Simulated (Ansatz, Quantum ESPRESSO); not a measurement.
# Screening and band shifts of H-SiC-F chair, 1 layer, part 2 of 6

How does H-SiC-F chair, 1 layer respond to a gate-like field without added charge?

Quantum ESPRESSO 7.5; plane-wave DFT, PBE, GBRV ultrasoft pseudopotentials; geometry and cross-check by Ansatz 0.2.0 with PAW datasets.

So far: Starting point; Relaxation with Ansatz.

**3. Ground state: no field**

The zero-field run is the reference. tefield and dipfield are on already, so that all runs share k-points and boundary.

Level of this step: plane-wave DFT, PBE, GBRV ultrasoft pseudopotentials (Quantum ESPRESSO 7.5).

The input, f0.in:

```
&control
  prefix = 'f0'
  outdir = './out'
  pseudo_dir = './pseudo'
  calculation = 'scf'
  tprnfor = .true.
  tefield = .true.
  dipfield = .true.
/
&system
  ibrav = 0
  nat = 4
  ntyp = 4
  ecutwfc = 40
  ecutrho = 200
  occupations = 'smearing'
  smearing = 'fd'
  degauss = 0.004
  edir = 3
  emaxpos = 0.97
  eopreg = 0.04
  eamp = 0.0
/
&electrons
  conv_thr = 1e-09
  mixing_beta = 0.4
  electron_maxstep = 120
  mixing_mode = 'plain'
/
ATOMIC_SPECIES
  F   18.9984  f_pbe_v1.4.uspp.F.UPF
  C   12.0110  c_pbe_v1.2.uspp.F.UPF
  Si  28.0850  si_pbe_v1.uspp.F.UPF
  H   1.0080  h_pbe_v1.4.uspp.F.UPF
CELL_PARAMETERS angstrom
  3.15854778695671 0.00000000000000 0.00000000000000
  -1.57927389347836 2.73538262257163 -0.00000000000000
  0.00000000000000 -0.00000000000000 20.37333333330000
ATOMIC_POSITIONS crystal
  F   0.666666666667 0.333333333333 0.413527362792
  C   0.666666666667 0.333333333333 0.483610054135
  Si  0.333333333333 0.666666666667 0.512432802251
  H   0.333333333333 0.666666666667 0.586012241522
K_POINTS automatic
  12 12 1 0 0 0
```

Command:

```console
> OMP_NUM_THREADS=1 mpirun -n 2 pw.x -nk 2 -in f0.in > f0.out
```

Output:

```text
Program PWSCF v.7.5 starts
[citation notice left out]

     Parallel version (MPI & OpenMP), running on       2 processor cores
     Number of MPI processes:                 2
     Threads/MPI process:                     1

     MPI processes distributed on     1 nodes
[...]
Current dimensions of program PWSCF are:
     Max number of different atomic species (ntypx) = 10
     Max number of k-points (npk) =  40000
     Max angular momentum in pseudopotentials (lmaxx) =  4
     Presently no symmetry can be used with electric field

     K-points division:     npool     =       2
     Subspace diagonalization in iterative solution of the eigenvalue problem:
     a serial algorithm will be used

     G-vector sticks info
     --------------------
     sticks:   dense  smooth     PW     G-vecs:    dense   smooth      PW
     Sum         499     385    127                56951    40403    7921

     Using Slab Decomposition

     bravais-lattice index     =            0
     lattice parameter (alat)  =       5.9688  a.u.
     unit-cell volume          =    1187.8572 (a.u.)^3
     number of atoms/cell      =            4
     number of atomic types    =            4
     number of electrons       =        16.00
     number of Kohn-Sham states=           12
     kinetic-energy cutoff     =      40.0000  Ry
     charge density cutoff     =     200.0000  Ry
     scf convergence threshold =      1.0E-09
     mixing beta               =       0.4000
     number of iterations used =            8  plain     mixing
     Exchange-correlation=  SLA  PW   PBX  PBC
                           (   1   4   3   4   0   0   0)

     celldm(1)=   5.968790  celldm(2)=   0.000000  celldm(3)=   0.000000
     celldm(4)=   0.000000  celldm(5)=   0.000000  celldm(6)=   0.000000

     crystal axes: (cart. coord. in units of alat)
               a(1) = (   1.000000   0.000000   0.000000 )
               a(2) = (  -0.500000   0.866025  -0.000000 )
               a(3) = (   0.000000  -0.000000   6.450222 )

     reciprocal axes: (cart. coord. in units 2 pi/alat)
               b(1) = (  1.000000  0.577350  0.000000 )
               b(2) = ( -0.000000  1.154701  0.000000 )
               b(3) = ( -0.000000  0.000000  0.155033 )

     PseudoPot. # 1 for F  read from file:
     ./pseudo/f_pbe_v1.4.uspp.F.UPF
     Pseudo is Ultrasoft, Zval =  7.0
     Generated by new atomic code, or converted to UPF format
     Using radial grid of  799 points,  4 beta functions with:
                l(1) =   0
                l(2) =   0
                l(3) =   1
                l(4) =   1
     Q(r) pseudized with  8 coefficients,  rinner =    0.950   0.950   0.950

     PseudoPot. # 2 for C  read from file:
     ./pseudo/c_pbe_v1.2.uspp.F.UPF
     Pseudo is Ultrasoft + core correction, Zval =  4.0
     Generated by new atomic code, or converted to UPF format
     Using radial grid of  721 points,  4 beta functions with:
                l(1) =   0
                l(2) =   0
                l(3) =   1
                l(4) =   1
     Q(r) pseudized with  8 coefficients,  rinner =    1.100   1.100   1.100

     PseudoPot. # 3 for Si read from file:
     ./pseudo/si_pbe_v1.uspp.F.UPF
     Pseudo is Ultrasoft + core correction, Zval =  4.0
     Generated by new atomic code, or converted to UPF format
     Using radial grid of  899 points,  6 beta functions with:
                l(1) =   0
                l(2) =   0
                l(3) =   1
                l(4) =   1
                l(5) =   2
                l(6) =   2
     Q(r) pseudized with  8 coefficients,  rinner =    0.900   0.900   0.900
                                                       0.900   0.900

     PseudoPot. # 4 for H  read from file:
     ./pseudo/h_pbe_v1.4.uspp.F.UPF
     Pseudo is Ultrasoft, Zval =  1.0
     Generated by new atomic code, or converted to UPF format
     Using radial grid of  615 points,  2 beta functions with:
                l(1) =   0
                l(2) =   0
     Q(r) pseudized with  8 coefficients,  rinner =    0.700

     atomic species   valence    mass     pseudopotential
     F                 7.00    18.99840     F ( 1.00)
     C                 4.00    12.01100     C ( 1.00)
     Si                4.00    28.08500     Si( 1.00)
     H                 1.00     1.00800     H ( 1.00)

     No symmetry found

   Cartesian axes

     site n.     atom                  positions (alat units)
         1        F      tau(   1) = (   0.5000000   0.2886751   2.6673432  )
         2        C      tau(   2) = (   0.5000000   0.2886751   3.1193920  )
         3        Si     tau(   3) = (  -0.0000000   0.5773503   3.3053052  )
         4        H      tau(   4) = (  -0.0000000   0.5773503   3.7799089  )

     number of k points=    74  Fermi-Dirac smearing, width (Ry)=  0.0040
                       cart. coord. in units 2pi/alat
        k(    1) = (   0.0000000   0.0000000   0.0000000), wk =   0.0138889
        k(    2) = (   0.0000000   0.0962250   0.0000000), wk =   0.0277778
        k(    3) = (   0.0000000   0.1924501   0.0000000), wk =   0.0277778
        k(    4) = (   0.0000000   0.2886751   0.0000000), wk =   0.0277778
        k(    5) = (   0.0000000   0.3849002   0.0000000), wk =   0.0277778
        k(    6) = (   0.0000000   0.4811252   0.0000000), wk =   0.0277778
        k(    7) = (   0.0000000  -0.5773503   0.0000000), wk =   0.0138889
        k(    8) = (   0.0833333   0.0481125   0.0000000), wk =   0.0277778
        k(    9) = (   0.0833333   0.1443376   0.0000000), wk =   0.0277778
        k(   10) = (   0.0833333   0.2405626   0.0000000), wk =   0.0277778
[...]
k(   74) = (  -0.5000000  -0.8660254   0.0000000), wk =   0.0138889

     Dense  grid:    56951 G-vectors     FFT dimensions: (  27,  27, 180)

     Smooth grid:    40403 G-vectors     FFT dimensions: (  25,  25, 160)

     Estimated max dynamical RAM per process >     162.11 MB

     Estimated total dynamical RAM >     310.32 MB

     Initial potential from superposition of free atoms

     starting charge      15.9993, renormalised to      16.0000

     negative rho (up, down):  5.669E-04 0.000E+00

     Adding external electric field

     Computed dipole along edir(3) :
        Dipole                0.0013 Ry au,          0.0032 Debye
        Dipole field          0.0000 Ry au,

        Potential amp.       -0.0010 Ry
        Total length         36.9600 bohr

     Starting wfcs are   13 randomized atomic wfcs

     total cpu time spent up to now is        1.7 secs

     per-process dynamical memory:    72.6 Mb

     Self-consistent Calculation

     iteration #  1     ecut=    40.00 Ry     beta= 0.40
     Davidson diagonalization with overlap
     ethr =  1.00E-02,  avg # of iterations =  3.0

     negative rho (up, down):  4.942E-04 0.000E+00

     Adding external electric field

     Computed dipole along edir(3) :
        Dipole                0.2772 Ry au,          0.7045 Debye
        Dipole field          0.0029 Ry au,

        Potential amp.       -0.2167 Ry
        Total length         36.9600 bohr

     total cpu time spent up to now is        5.5 secs

     total energy              =     -70.79039250 Ry
     estimated scf accuracy    <       0.33111391 Ry

     iteration #  2     ecut=    40.00 Ry     beta= 0.40
[...]
negative rho (up, down):  5.222E-04 0.000E+00

[...]
Dipole                0.0630 Ry au,          0.1600 Debye
[...]
total energy              =     -70.81025323 Ry
     estimated scf accuracy    <       0.07513587 Ry

     iteration #  3     ecut=    40.00 Ry     beta= 0.40
[...]
negative rho (up, down):  5.639E-04 0.000E+00

[...]
Dipole                0.2122 Ry au,          0.5393 Debye
[...]
total energy              =     -70.81832791 Ry
     estimated scf accuracy    <       0.03169536 Ry

     iteration #  4     ecut=    40.00 Ry     beta= 0.40
[...]
negative rho (up, down):  6.069E-04 0.000E+00

[...]
Dipole                0.2285 Ry au,          0.5808 Debye
[...]
total energy              =     -70.82199073 Ry
     estimated scf accuracy    <       0.00231828 Ry

     iteration #  5     ecut=    40.00 Ry     beta= 0.40
[...]
negative rho (up, down):  6.195E-04 0.000E+00

[...]
Dipole                0.2206 Ry au,          0.5608 Debye
[...]
total energy              =     -70.82221858 Ry
     estimated scf accuracy    <       0.00012022 Ry

     iteration #  6     ecut=    40.00 Ry     beta= 0.40
[...]
negative rho (up, down):  6.273E-04 0.000E+00

[...]
Dipole                0.2178 Ry au,          0.5535 Debye
[...]
total energy              =     -70.82225001 Ry
     estimated scf accuracy    <       0.00001754 Ry

     iteration #  7     ecut=    40.00 Ry     beta= 0.40
[...]
negative rho (up, down):  6.313E-04 0.000E+00

[...]
Dipole                0.2191 Ry au,          0.5569 Debye
[...]
total energy              =     -70.82225178 Ry
     estimated scf accuracy    <       0.00000143 Ry

     iteration #  8     ecut=    40.00 Ry     beta= 0.40
[...]
negative rho (up, down):  6.340E-04 0.000E+00

[...]
Dipole                0.2189 Ry au,          0.5564 Debye
[...]
total energy              =     -70.82225219 Ry
     estimated scf accuracy    <       0.00000028 Ry

     iteration #  9     ecut=    40.00 Ry     beta= 0.40
[...]
negative rho (up, down):  6.358E-04 0.000E+00

[...]
Dipole                0.2188 Ry au,          0.5562 Debye
[...]
total energy              =     -70.82225224 Ry
     estimated scf accuracy    <       0.00000001 Ry

     iteration # 10     ecut=    40.00 Ry     beta= 0.40
[...]
negative rho (up, down):  6.368E-04 0.000E+00

[...]
Dipole                0.2189 Ry au,          0.5563 Debye
[...]
total energy              =     -70.82225224 Ry
     estimated scf accuracy    <          2.1E-09 Ry

     iteration # 11     ecut=    40.00 Ry     beta= 0.40
[...]
negative rho (up, down):  6.385E-04 0.000E+00

[...]
Dipole                0.2188 Ry au,          0.5562 Debye
[...]
End of self-consistent calculation

          k = 0.0000 0.0000 0.0000 (  4997 PWs)   bands (ev):

   -28.0439 -17.0625 -11.4364  -8.1338  -8.1338  -8.0163  -3.8671  -3.8671
    -1.1764   0.6389   1.6434   2.8856

          k = 0.0000 0.0962 0.0000 (  5011 PWs)   bands (ev):

   -28.0321 -16.9666 -11.4035  -8.3439  -8.1710  -7.9317  -4.2885  -3.9794
    -0.9194   0.7938   1.7870   2.8004

          k = 0.0000 0.1925 0.0000 (  5045 PWs)   bands (ev):

   -27.9996 -16.6831 -11.3225  -8.7802  -8.2725  -7.8692  -5.1246  -4.2490
    -0.4618   1.0818   2.0431   2.4636

          k = 0.0000 0.2887 0.0000 (  5062 PWs)   bands (ev):

   -27.9548 -16.2277 -11.2668  -9.3595  -8.4105  -7.9077  -5.8391  -4.5527
    -0.1992   1.2195   2.1140   2.8458

          k = 0.0000 0.3849 0.0000 (  5060 PWs)   bands (ev):

   -27.9097 -15.6391 -11.4291  -9.8605  -8.5475  -8.1113  -6.1627  -4.8048
    -0.3045   1.1940   2.1708   3.6288

          k = 0.0000 0.4811 0.0000 (  5054 PWs)   bands (ev):

   -27.8763 -15.0250 -11.9257 -10.0328  -8.6469  -8.3584  -6.1969  -4.9654
    -0.4387   0.6249   2.8549   4.7032

[...]
the Fermi energy is    -2.4815 ev

!    total energy              =     -70.82225225 Ry
     estimated scf accuracy    <          3.6E-10 Ry
     smearing contrib. (-TS)   =      -0.00000000 Ry
     internal energy E=F+TS    =     -70.82225225 Ry

     The total energy is F=E-TS. E is the sum of the following terms:
     one-electron contribution =    -463.66817754 Ry
     hartree contribution      =     235.45517541 Ry
     xc contribution           =     -17.95239218 Ry
     ewald contribution        =     175.34263548 Ry
     electric field correction =       0.00050658 Ry

     convergence has been achieved in  11 iterations

     negative rho (up, down):  6.385E-04 0.000E+00

     Forces acting on atoms (cartesian axes, Ry/au):

     atom    1 type  1   force =     0.00000000   -0.00000002   -0.00727181
     atom    2 type  2   force =    -0.00000000   -0.00000001    0.00731325
     atom    3 type  3   force =     0.00000001    0.00000002   -0.00058690
     atom    4 type  4   force =    -0.00000001    0.00000001    0.00054547

     Total force =     0.010344     Total SCF correction =     0.000074

[...]
=------------------------------------------------------------------------------=
   JOB DONE.
=------------------------------------------------------------------------------=
[key lines of the parts left out:]
Dipole field          0.0023 Ry au,
```

It took 40 s on 2 MPI ranks of Arm Neoverse V2, shared host; peak memory 0.26 GiB.

Numbers from this step:

| Item | Value |
| --- | --- |
| free energy | -963.5858 eV |
| Fermi energy | -2.482 eV |
| dipole along the normal | 0.1158 e·Å |
| valence top, on the run's zero | -3.867 eV |
| conduction bottom, on the run's zero | -1.176 eV |
| gap by band count | 2.691 eV |

The run needed 11 iterations to bring the estimated error under 1e-09 Ry; the largest force on any atom, held or free, is 0.19 eV/Å.

**4. Potential by pp.x**

plot_num = 11 writes the bare and Hartree potential. It leaves out exchange and correlation, which fade slowly, so it flattens close to the surface.

The input, f0.pot.in:

```
&inputpp
  prefix = 'f0'
  outdir = './out'
  filplot = 'f0.pot.dat'
  plot_num = 11
/
```

Command:

```console
> OMP_NUM_THREADS=1 mpirun -n 2 pp.x -in f0.pot.in > f0.pot.out
```

Run time: 1 s. Hardware: 2 MPI ranks; peak memory 0.14 GiB; 1.9 s of CPU time.

Read from the output:

- slope of the potential above: 1.18e-5 eV/Å
- upper vacuum line continued to the top atoms, over the valence top: 5.214 eV
- slope of the potential below: -9.15e-6 eV/Å
- lower vacuum line continued to the bottom atoms, over the valence top: 7.639 eV
- vacuum level at the upper face over the valence top of the mesh: 5.214 eV
- vacuum level at the lower face over the valence top of the mesh: 7.640 eV

The vacuum is flat to 0.1 meV/Å, so its level is well defined. Inside the slab the curve depends on the local part of the pseudopotentials; only the vacuum level has a meaning of its own.

(Continued in part 3 of 6.)

[Logs are printed without paths, hosts, clocks, repeated set-up lines and the standing remarks that a program may print on its own settings, such as how far it seeks lower states.]

[Hosts, paths, dates, database ids (printed as entryN), source tags and the programs' standing remarks are cut or masked in the printed files.]

[Maps of the electrostatic potential energy from Ansatz leave out the sawtooth potential of an applied field or a dipole correction, so their vacuum need not be flat; planar profiles and work functions include it.]
